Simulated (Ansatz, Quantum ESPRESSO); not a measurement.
# Ta(110), 5 layers, one monolayer of C on longbridge sites: vacuum level and surface dipole, part 3 of 6

Wanted: work functions and the surface dipole of Ta(110), 5 layers, one monolayer of C on longbridge sites at several levels, with their cost.

Quantum ESPRESSO 7.5; plane-wave DFT, PBE, GBRV ultrasoft pseudopotentials; geometry and cross-check by Ansatz 0.2.0 with PAW datasets.

So far. Step 4 (Potential by pp.x): The vacuum is flat to 0.6 meV/Å, so its level is well defined. Inside the slab the curve depends on the local part of the pseudopotentials; only the vacuum level has a meaning of its own. Step 5 (Macroscopic average): Where the running mean is not flat inside, average.x's window, rounded to the grid, doesn't match the spacings there.

## Step 6: Valence density

The density shows how far the electrons spill into the vacuum.

Input file rho.in:

```
&inputpp
  prefix = 'scf'
  outdir = './out'
  filplot = 'rho.dat'
  plot_num = 0
/
```

Started as:

```
> OMP_NUM_THREADS=1 mpirun -n 4 pp.x -in rho.in > rho.out
```

The program printed:

```text
[banner, memory and clock lines left out]
Program POST-PROC v.7.5 starts

          URL

     ./out/scf.save/

     IMPORTANT: XC functional enforced from input :
     Exchange-correlation= PBE
                           (   1   4   3   4   0   0   0)
     Any further DFT definition will be discarded
     Please, verify this is what you really want

     negative rho (up, down):  4.887E-01 0.000E+00

     Adding external electric field

     Computed dipole along edir(3) :
        Dipole               -0.0991 Ry au,         -0.2518 Debye
        Dipole field         -0.0008 Ry au,

        Potential amp.        0.0864 Ry
        Total length         51.4527 bohr

     Calling punch_plot, plot_num =   0
     Writing data to file  rho.dat
     Message from routine chdens:
     namelist plot not found or invalid, exiting
```

Wall time 1.3 s (4 MPI ranks of Intel Xeon Platinum 8488C (Sapphire Rapids), shared host); peak memory 0.14 GiB.

Read from the output:

```
electrons by integration : 69.00 e
```

The valence density, planar mean oscillates, so the rows of the table below give means over windows of 1 Å about each position, cut where the curve ends. Its maxima inside the range that stand out by 2 % of the span (Å: e/Å³): 8.1: 1.17, 8.5: 1.18, 10.4: 1.17, 10.9: 1.17, 12.7: 1.17, 13.2: 1.18, 15.1: 1.18, 15.5: 1.17, 17.5: 1.18, 18.0: 1.26. Its minima: 8.3: 1.13, 9.5: 0.275, 10.6: 1.12, 11.8: 0.272, 13.0: 1.12, 14.1: 0.283, 15.3: 1.12, 16.6: 0.231, 17.7: 1.15.

Mean over planes. Valence density, planar mean against z; means over each step:

z (Å), valence density, planar mean (e/Å³) and a bar:
```
        3       0.00 
        4       0.00 
        5       0.00 
        6       0.01 
        7       0.11 ###
        8       0.94 #########################
        9       0.62 #################
       10       0.67 ##################
       11       0.90 ########################
       12       0.40 ###########
       13       1.09 #############################
       14       0.40 ###########
       15       0.97 ##########################
       16       0.59 ################
       17       0.54 ##############
       18       1.12 ##############################
       19       0.48 #############
       20       0.06 ##
       21       0.00 
       22       0.00
```

Valence density in the ca plane at fractional y = 0.500, with atoms of Ta and C within 0.2 Å of it. It is the smooth field of the valence electrons, not physical close to the nuclei.

Ten steps, logarithmic in the rise over the least value, from '0' (-2.3 e/Å³) to '9' (4.4 e/Å³), each cell a mean:
```
78877777777778887777777777777777777777777777
88887777777788988777788888777777777777777777
99988777777889998777788888777777777777777777
96998777777899099877788888877777777777777777
99998777777899998877788888877777777777777777
89988777777789998777788888777777777777777777
88887777777778887777778887777777777777777777
77777777777777777777777777777777777777777777
```
Columns run along c (16.0 Å, from fractional 0.36 to 0.93 of the cell), rows up along a (2.9 Å). Atoms in or near the plane, at fractional coordinates: Ta at (0.38, 0.50), Ta at (0.54, 0.50), C at (0.66, 0.50).

The density integrates to 69.000 electrons, as the 69 of the input ask.

## Step 7: Projected density of states

Projections on atomic orbitals tell which layers and orbitals hold the states near the zero of energy.

Input file pdos.in:

```
&projwfc
  prefix = 'scf'
  outdir = './out'
  filpdos = 'pdos'
  Emin = -3.018
  Emax = 8.982
  DeltaE = 0.1
  ngauss = 0
  degauss = 0.01
/
```

Started as:

```
> OMP_NUM_THREADS=1 mpirun -n 4 projwfc.x -in pdos.in > pdos.out
```

The program printed:

```text
[banner, memory and clock lines left out]
Program PROJWFC v.7.5 starts

          URL

     ./out/scf.save/

     IMPORTANT: XC functional enforced from input :
     Exchange-correlation= PBE
                           (   1   4   3   4   0   0   0)
     Any further DFT definition will be discarded
     Please, verify this is what you really want

     negative rho (up, down):  4.887E-01 0.000E+00

     Adding external electric field

     Computed dipole along edir(3) :
        Dipole               -0.0991 Ry au,         -0.2518 Debye
        Dipole field         -0.0008 Ry au,

        Potential amp.        0.0864 Ry
        Total length         51.4527 bohr

     Gaussian broadening (read from input): ngauss,degauss=   0    0.010000

     Calling projwave ....
     one sub-group per band group will be used

     linear algebra parallelized on   4 procs

  Problem Sizes
  natomwfc =           69
  nx       =           35
  nbnd     =           42
  nkstot   =           52
  npwx     =         1644
  nkb      =          133

     Atomic states used for projection
     (read from pseudopotential files):

     state #   1: atom   1 (Ta ), wfc  1 (l=0 m= 1)
     state #   2: atom   1 (Ta ), wfc  2 (l=1 m= 1)
     state #   3: atom   1 (Ta ), wfc  2 (l=1 m= 2)
     state #   4: atom   1 (Ta ), wfc  2 (l=1 m= 3)
     state #   5: atom   1 (Ta ), wfc  3 (l=2 m= 1)
     state #   6: atom   1 (Ta ), wfc  3 (l=2 m= 2)
     state #   7: atom   1 (Ta ), wfc  3 (l=2 m= 3)
     state #   8: atom   1 (Ta ), wfc  3 (l=2 m= 4)
     state #   9: atom   1 (Ta ), wfc  3 (l=2 m= 5)
     state #  10: atom   1 (Ta ), wfc  4 (l=0 m= 1)
     state #  11: atom   1 (Ta ), wfc  5 (l=1 m= 1)
     state #  12: atom   1 (Ta ), wfc  5 (l=1 m= 2)
     state #  13: atom   1 (Ta ), wfc  5 (l=1 m= 3)
     state #  14: atom   2 (Ta ), wfc  1 (l=0 m= 1)
     state #  15: atom   2 (Ta ), wfc  2 (l=1 m= 1)
     state #  16: atom   2 (Ta ), wfc  2 (l=1 m= 2)
     state #  17: atom   2 (Ta ), wfc  2 (l=1 m= 3)
     state #  18: atom   2 (Ta ), wfc  3 (l=2 m= 1)
     state #  19: atom   2 (Ta ), wfc  3 (l=2 m= 2)
     state #  20: atom   2 (Ta ), wfc  3 (l=2 m= 3)
     state #  21: atom   2 (Ta ), wfc  3 (l=2 m= 4)
     state #  22: atom   2 (Ta ), wfc  3 (l=2 m= 5)
     state #  23: atom   2 (Ta ), wfc  4 (l=0 m= 1)
     state #  24: atom   2 (Ta ), wfc  5 (l=1 m= 1)
     state #  25: atom   2 (Ta ), wfc  5 (l=1 m= 2)
     state #  26: atom   2 (Ta ), wfc  5 (l=1 m= 3)
     state #  27: atom   3 (Ta ), wfc  1 (l=0 m= 1)
     state #  28: atom   3 (Ta ), wfc  2 (l=1 m= 1)
     state #  29: atom   3 (Ta ), wfc  2 (l=1 m= 2)
     state #  30: atom   3 (Ta ), wfc  2 (l=1 m= 3)
     state #  31: atom   3 (Ta ), wfc  3 (l=2 m= 1)
     state #  32: atom   3 (Ta ), wfc  3 (l=2 m= 2)
     state #  33: atom   3 (Ta ), wfc  3 (l=2 m= 3)
     state #  34: atom   3 (Ta ), wfc  3 (l=2 m= 4)
     state #  35: atom   3 (Ta ), wfc  3 (l=2 m= 5)
     state #  36: atom   3 (Ta ), wfc  4 (l=0 m= 1)
     state #  37: atom   3 (Ta ), wfc  5 (l=1 m= 1)
     state #  38: atom   3 (Ta ), wfc  5 (l=1 m= 2)
     state #  39: atom   3 (Ta ), wfc  5 (l=1 m= 3)
     state #  40: atom   4 (Ta ), wfc  1 (l=0 m= 1)
     state #  41: atom   4 (Ta ), wfc  2 (l=1 m= 1)
     state #  42: atom   4 (Ta ), wfc  2 (l=1 m= 2)
     state #  43: atom   4 (Ta ), wfc  2 (l=1 m= 3)
     state #  44: atom   4 (Ta ), wfc  3 (l=2 m= 1)
     state #  45: atom   4 (Ta ), wfc  3 (l=2 m= 2)
     state #  46: atom   4 (Ta ), wfc  3 (l=2 m= 3)
     state #  47: atom   4 (Ta ), wfc  3 (l=2 m= 4)
     state #  48: atom   4 (Ta ), wfc  3 (l=2 m= 5)
     state #  49: atom   4 (Ta ), wfc  4 (l=0 m= 1)
     state #  50: atom   4 (Ta ), wfc  5 (l=1 m= 1)
     state #  51: atom   4 (Ta ), wfc  5 (l=1 m= 2)
     state #  52: atom   4 (Ta ), wfc  5 (l=1 m= 3)
     state #  53: atom   5 (Ta ), wfc  1 (l=0 m= 1)
     state #  54: atom   5 (Ta ), wfc  2 (l=1 m= 1)
     state #  55: atom   5 (Ta ), wfc  2 (l=1 m= 2)
     state #  56: atom   5 (Ta ), wfc  2 (l=1 m= 3)
     state #  57: atom   5 (Ta ), wfc  3 (l=2 m= 1)
     state #  58: atom   5 (Ta ), wfc  3 (l=2 m= 2)
     state #  59: atom   5 (Ta ), wfc  3 (l=2 m= 3)
     state #  60: atom   5 (Ta ), wfc  3 (l=2 m= 4)
     state #  61: atom   5 (Ta ), wfc  3 (l=2 m= 5)
     state #  62: atom   5 (Ta ), wfc  4 (l=0 m= 1)
     state #  63: atom   5 (Ta ), wfc  5 (l=1 m= 1)
     state #  64: atom   5 (Ta ), wfc  5 (l=1 m= 2)
     state #  65: atom   5 (Ta ), wfc  5 (l=1 m= 3)
     state #  66: atom   6 (C  ), wfc  1 (l=0 m= 1)
     state #  67: atom   6 (C  ), wfc  2 (l=1 m= 1)
     state #  68: atom   6 (C  ), wfc  2 (l=1 m= 2)
     state #  69: atom   6 (C  ), wfc  2 (l=1 m= 3)

[... projections of each state ...]
Lowdin Charges:

     Atom #   1: total charge =  12.9857, s =  2.3897,
     Atom #   1: total charge =  12.9857, p =  6.8056, pz=  2.2292, px=  2.2679, py=  2.3085,
     Atom #   1: total charge =  12.9857, d =  3.7905, dz2=  0.7224, dxz=  0.6898, dyz=  0.7585, dx2-y2=  0.7440, dxy=  0.8758,
     Atom #   2: total charge =  12.9890, s =  2.2827,
     Atom #   2: total charge =  12.9890, p =  6.9061, pz=  2.3043, px=  2.2964, py=  2.3054,
     Atom #   2: total charge =  12.9890, d =  3.8001, dz2=  0.7655, dxz=  0.6616, dyz=  0.8486, dx2-y2=  0.7044, dxy=  0.8200,
     Atom #   3: total charge =  13.0002, s =  2.2784,
     Atom #   3: total charge =  13.0002, p =  6.9053, pz=  2.2975, px=  2.3059, py=  2.3019,
     Atom #   3: total charge =  13.0002, d =  3.8165, dz2=  0.7769, dxz=  0.6754, dyz=  0.8399, dx2-y2=  0.7099, dxy=  0.8145,
     Atom #   4: total charge =  13.0190, s =  2.2856,
     Atom #   4: total charge =  13.0190, p =  6.9195, pz=  2.2935, px=  2.3142, py=  2.3119,
     Atom #   4: total charge =  13.0190, d =  3.8139, dz2=  0.7488, dxz=  0.6764, dyz=  0.7995, dx2-y2=  0.7330, dxy=  0.8562,
     Atom #   5: total charge =  12.9032, s =  2.2784,
     Atom #   5: total charge =  12.9032, p =  6.8572, pz=  2.2773, px=  2.3015, py=  2.2784,
     Atom #   5: total charge =  12.9032, d =  3.7676, dz2=  0.7390, dxz=  0.6002, dyz=  0.9188, dx2-y2=  0.7208, dxy=  0.7889,
     Atom #   6: total charge =   4.0306, s =  1.2275,
     Atom #   6: total charge =   4.0306, p =  2.8031, pz=  0.8711, px=  0.8165, py=  1.1155,
     Atom #   6: total charge =   4.0306, d =  0.0000, dz2=  0.0000, dxz=  0.0000, dyz=  0.0000, dx2-y2=  0.0000, dxy=  0.0000,
     Spilling Parameter:   0.0010
```

Elapsed: 3 s, on 4 MPI ranks; peak memory 0.26 GiB.

Numbers from this step:

* spilling of the projection: 0.001

Projected DOS an atom over height of the atomic layer and energy from the Fermi level. Columns are the atomic layers from the bottom up.

Values in states/eV, 22 rows by 6 columns, each cell a mean:
```
0.69 0.35 0.34 0.46 0.51 0.19
1.09 0.47 0.47 0.66 0.51 0.30
1.16 0.81 0.83 0.86 0.63 0.75
1.80 1.20 1.16 1.02 0.36 0.41
2.14 1.43 1.55 1.55 0.38 0.33
1.51 1.35 1.52 1.66 0.59 0.39
1.75 1.94 1.89 1.50 0.76 0.50
0.62 0.65 0.69 0.82 0.96 0.72
0.49 0.48 0.55 0.81 1.17 0.93
0.86 1.03 0.89 1.00 0.93 0.62
0.83 1.03 0.94 0.80 0.54 0.32
0.61 0.79 0.67 0.64 0.79 0.47
0.44 0.70 0.75 0.63 0.97 0.69
0.33 0.45 0.48 0.45 1.05 0.77
0.18 0.21 0.20 0.23 0.43 0.27
0.14 0.19 0.20 0.28 0.50 0.25
0.11 0.14 0.13 0.17 0.17 0.07
0.09 0.11 0.11 0.11 0.04 0.01
0.06 0.11 0.12 0.08 0.02 0.00
0.03 0.05 0.06 0.04 0.01 0.00
0.02 0.05 0.05 0.03 0.01 0.00
0.00 0.00 0.00 0.00 0.00 0.00
```
Columns: height of the atomic layer (Å) from 8.3 to 18.8 (not evenly spaced); rows upwards: energy from the Fermi level (eV) from -8.00 to 1.40.

The atomic orbitals miss 0.1 % of the occupied states; for empty states the projections can miss much more.

## Step 8: Self-consistent run: open boundaries by the effective screening medium

The effective screening medium with bc1 puts vacuum on both sides and removes the images along the normal. The slab must sit about z = 0, symmetry is kept, and the .esm1 file holds the planar potential.

Input file esm.in:

```
&control
  prefix = 'esm'
  outdir = './out'
  pseudo_dir = './pseudo'
  calculation = 'scf'
  tprnfor = .true.
/
&system
  ibrav = 0
  nat = 6
  ntyp = 2
  ecutwfc = 40
  ecutrho = 200
  occupations = 'smearing'
  smearing = 'mv'
  degauss = 0.02
  assume_isolated = 'esm'
  esm_bc = 'bc1'
/
&electrons
  conv_thr = 1e-07
  mixing_beta = 0.4
  electron_maxstep = 120
  mixing_mode = 'local-TF'
/
ATOMIC_SPECIES
  Ta  180.9479  ta_pbe_v1.uspp.F.UPF
  C   12.0110  c_pbe_v1.2.uspp.F.UPF
CELL_PARAMETERS angstrom
  2.34052344570000 -1.65500000000000 0.00000000000000
  2.34052344570000 1.65500000000000 0.00000000000000
  0.00000000000000 0.00000000000000 28.36209378290000
ATOMIC_POSITIONS crystal
  Ta  0.000000000000 0.000000000000 -0.185673668559
  Ta  0.500000000000 0.500000000000 -0.103150725659
  Ta  0.000000000000 0.000000000000 -0.020627782759
  Ta  0.500000000000 0.500000000000 0.060637333227
  Ta  0.000000000000 0.000000000000 0.148076844328
  C   0.500000000000 0.500000000000 0.185673668559
K_POINTS automatic
  10 10 1 0 0 0
```

Started as:

```
> OMP_NUM_THREADS=1 mpirun -n 4 pw.x -nk 4 -in esm.in > esm.out
```

The program printed:

```text
[banner, memory and clock lines left out]
Program PWSCF v.7.5 starts
[citation notice left out]

[...]
Message from routine setup:
[...]
bravais-lattice index     =            0
     lattice parameter (alat)  =       5.4170  a.u.
     unit-cell volume          =    1482.7771 (a.u.)^3
     number of atoms/cell      =            6
     number of atomic types    =            2
     number of electrons       =        69.00
     number of Kohn-Sham states=           42
     kinetic-energy cutoff     =      40.0000  Ry
     charge density cutoff     =     200.0000  Ry
     scf convergence threshold =      1.0E-07
     mixing beta               =       0.4000
     number of iterations used =            8  local-TF  mixing
     Exchange-correlation= SLA  PW   PBE  PBE
                           (   1   4   3   4   0   0   0)

     Effective Screening Medium Method
     Boundary Conditions: Vacuum-Slab-Vacuum
     total charge in unit cell        =   0.0000
     grid points for fit at edges     =        4

[...]
PseudoPot. # 1 for Ta read from file:
     ./pseudo/ta_pbe_v1.uspp.F.UPF
     Pseudo is Ultrasoft + core correction, Zval = 13.0
     Generated by new atomic code, or converted to UPF format
     Using radial grid of  921 points,  7 beta functions with:
                l(1) =   0
                l(2) =   0
                l(3) =   1
                l(4) =   1
                l(5) =   2
                l(6) =   2
                l(7) =   3
     Q(r) pseudized with  6 coefficients,  rinner =    1.300   1.300   1.300
                                                       1.300   1.300   1.300
                                                       1.300

     PseudoPot. # 2 for C  read from file:
     ./pseudo/c_pbe_v1.2.uspp.F.UPF
     Pseudo is Ultrasoft + core correction, Zval =  4.0
     Generated by new atomic code, or converted to UPF format
     Using radial grid of  721 points,  4 beta functions with:
                l(1) =   0
                l(2) =   0
                l(3) =   1
                l(4) =   1
     Q(r) pseudized with  8 coefficients,  rinner =    1.100   1.100   1.100

     atomic species   valence    mass     pseudopotential
     Ta               13.00   180.94790     Ta( 1.00)
     C                 4.00    12.01100     C ( 1.00)

      4 Sym. Ops. (no inversion) found

[...]
number of k points=    31  Marzari-Vanderbilt smearing, width (Ry)=  0.0200
[...]
Dense  grid:    70741 G-vectors     FFT dimensions: (  25,  25, 243)

     Smooth grid:    50599 G-vectors     FFT dimensions: (  24,  24, 216)

     Initial potential from superposition of free atoms

     starting charge      68.9944, renormalised to      69.0000

     negative rho (up, down):  4.682E-01 0.000E+00
     Starting wfcs are   69 randomized atomic wfcs

     per-process dynamical memory:   102.2 Mb

     Self-consistent Calculation

     iteration #  1     ecut=    40.00 Ry     beta= 0.40
     Davidson diagonalization with overlap
     ethr =  1.00E-02,  avg # of iterations =  1.2

     negative rho (up, down):  4.724E-01 0.000E+00

     total energy              =    -720.47299009 Ry
     estimated scf accuracy    <       5.56481642 Ry

     iteration #  2     ecut=    40.00 Ry     beta= 0.40
[...]
negative rho (up, down):  4.770E-01 0.000E+00

[...]
total energy              =    -720.53602738 Ry
     estimated scf accuracy    <       0.70886677 Ry

     iteration #  3     ecut=    40.00 Ry     beta= 0.40
[...]
negative rho (up, down):  4.811E-01 0.000E+00

[...]
total energy              =    -720.57525046 Ry
     estimated scf accuracy    <       0.23154130 Ry

     iteration #  4     ecut=    40.00 Ry     beta= 0.40
[...]
negative rho (up, down):  4.821E-01 0.000E+00

[...]
total energy              =    -720.63044729 Ry
     estimated scf accuracy    <       0.08813134 Ry

     iteration #  5     ecut=    40.00 Ry     beta= 0.40
[...]
negative rho (up, down):  4.850E-01 0.000E+00

[...]
total energy              =    -720.63134932 Ry
     estimated scf accuracy    <       0.05838234 Ry

     iteration #  6     ecut=    40.00 Ry     beta= 0.40
[...]
negative rho (up, down):  4.873E-01 0.000E+00

[...]
total energy              =    -720.63523305 Ry
     estimated scf accuracy    <       0.05051970 Ry

[...]
iteration # 29     ecut=    40.00 Ry     beta= 0.40
[...]
negative rho (up, down):  4.898E-01 0.000E+00

[...]
total energy              =    -720.63886843 Ry
     estimated scf accuracy    <       0.00000072 Ry

     iteration # 30     ecut=    40.00 Ry     beta= 0.40
[...]
c_bands:  2 eigenvalues not converged
[...]
negative rho (up, down):  4.898E-01 0.000E+00

[...]
total energy              =    -720.63889099 Ry
     estimated scf accuracy    <       0.00000158 Ry

     iteration # 31     ecut=    40.00 Ry     beta= 0.40
[...]
negative rho (up, down):  4.897E-01 0.000E+00

[...]
total energy              =    -720.63891146 Ry
     estimated scf accuracy    <       0.00000056 Ry

     iteration # 32     ecut=    40.00 Ry     beta= 0.40
[...]
negative rho (up, down):  4.897E-01 0.000E+00

[...]
End of self-consistent calculation

          k = 0.0000 0.0000 0.0000 (  6413 PWs)   bands (ev):

   -73.0140 -72.9716 -72.7491 -72.6498 -72.5588 -39.8106 -39.7239 -39.4504
   -39.3019 -39.1408 -39.1325 -39.1042 -38.9337 -38.9139 -38.7975 -38.7392
   -38.6743 -38.6412 -38.6287 -38.5660 -17.1753 -12.9666 -11.9009 -10.6399
    -9.9816  -9.9213  -7.2840  -7.0645  -6.7941  -6.5877  -6.3267  -5.7559
    -5.6431  -5.2048  -4.9955  -4.8816  -4.6451  -4.3454  -4.3213  -3.6866
    -3.1190  -2.2132

          k = 0.0612 0.0866 0.0000 (  6393 PWs)   bands (ev):

   -73.0086 -72.9658 -72.7434 -72.6440 -72.5547 -39.7844 -39.7092 -39.4614
   -39.3550 -39.2079 -39.1448 -39.1258 -38.9610 -38.9533 -38.8652 -38.7196
   -38.7158 -38.6923 -38.6596 -38.5971 -16.9480 -12.6568 -11.6299 -10.3820
    -9.7800  -9.6029  -7.6362  -7.1972  -6.7942  -6.4219  -6.3263  -5.8470
    -5.6694  -5.4637  -5.1301  -4.9973  -4.7446  -4.6688  -4.2029  -3.0940
    -2.8296  -2.4171

[...]
the Fermi energy is    -5.4553 ev

!    total energy              =    -720.63891941 Ry
     estimated scf accuracy    <       0.00000003 Ry
     smearing contrib. (-TS)   =       0.00278007 Ry
     internal energy E=F+TS    =    -720.64169947 Ry

     The total energy is F=E-TS. E is the sum of the following terms:
     one-electron contribution =   16620.61243099 Ry
     hartree contribution      =   -8335.28270314 Ry
     xc contribution           =    -214.68910025 Ry
     ewald contribution        =   -8791.28232707 Ry

     convergence has been achieved in  32 iterations

     negative rho (up, down):  4.897E-01 0.000E+00

     Forces acting on atoms (cartesian axes, Ry/au):

     atom    1 type  1   force =     0.00000000    0.00000000    0.01847115
     atom    2 type  1   force =     0.00000000    0.00000000   -0.02078303
     atom    3 type  1   force =     0.00000000    0.00000000    0.00373809
     atom    4 type  1   force =     0.00000000    0.00000000   -0.00144519
     atom    5 type  1   force =     0.00000000    0.00000000   -0.00063616
     atom    6 type  2   force =     0.00000000    0.00000000    0.00017432

     Total force =     0.028100     Total SCF correction =     0.001120

[...]
```

Wall time 2.3 min (4 MPI ranks); peak memory 0.88 GiB.

Numbers from this step:

```
free energy                                                    : -9804.7920 eV
Fermi energy                                                   : -5.455 eV
vacuum line at the lower end of the cell, over the Fermi level : 4.857 eV
vacuum line at the upper end of the cell, over the Fermi level : 6.054 eV
```

The potential energy, planar mean oscillates, so the rows of the table below give means over windows of 2.34 Å about each position, cut where the curve ends. Its maxima inside the range that stand out by 2 % of the span (Å: eV): -4.1: -1.25, -1.8: -1.31, 0.6: -1.59, 2.9: -0.819. Its minima: -5.5: -7.91, -2.9: -7.71, -0.6: -7.66, 1.9: -7.67, 5.0: -11.6.

Electrostatic potential energy of an electron; zero at the Fermi level. The potential energy, planar mean by z; means over each step:

```csv
z (Å),"potential energy, planar mean (eV)"
-12.95,4.86
-10.61,4.86
-8.27,4.66
-5.93,-3.66
-3.59,-5.34
-1.25,-5.35
1.09,-5.49
3.43,-5.46
5.77,-2.03
8.11,6.04
10.45,6.05
12.79,6.05
```

The vacuum levels are read from the outermost 0.7 Å of the cell on either side.

The run needed 32 iterations to bring the estimated error under 1e-07 Ry; the largest force on any atom, held or free, is 0.53 eV/Å.

The upper level is 6.054 eV against 6.070 eV from the periodic run.

[end of part 3 of 6]

[Logs are printed without paths, hosts, clocks, repeated set-up lines and the standing remarks that a program may print on its own settings, such as how far it seeks lower states.]

[Hosts, paths, dates, database ids (printed as entryN), source tags and the programs' standing remarks are cut or masked in the printed files.]

[Maps of the electrostatic potential energy from Ansatz leave out the sawtooth potential of an applied field or a dipole correction, so their vacuum need not be flat; planar profiles and work functions include it.]
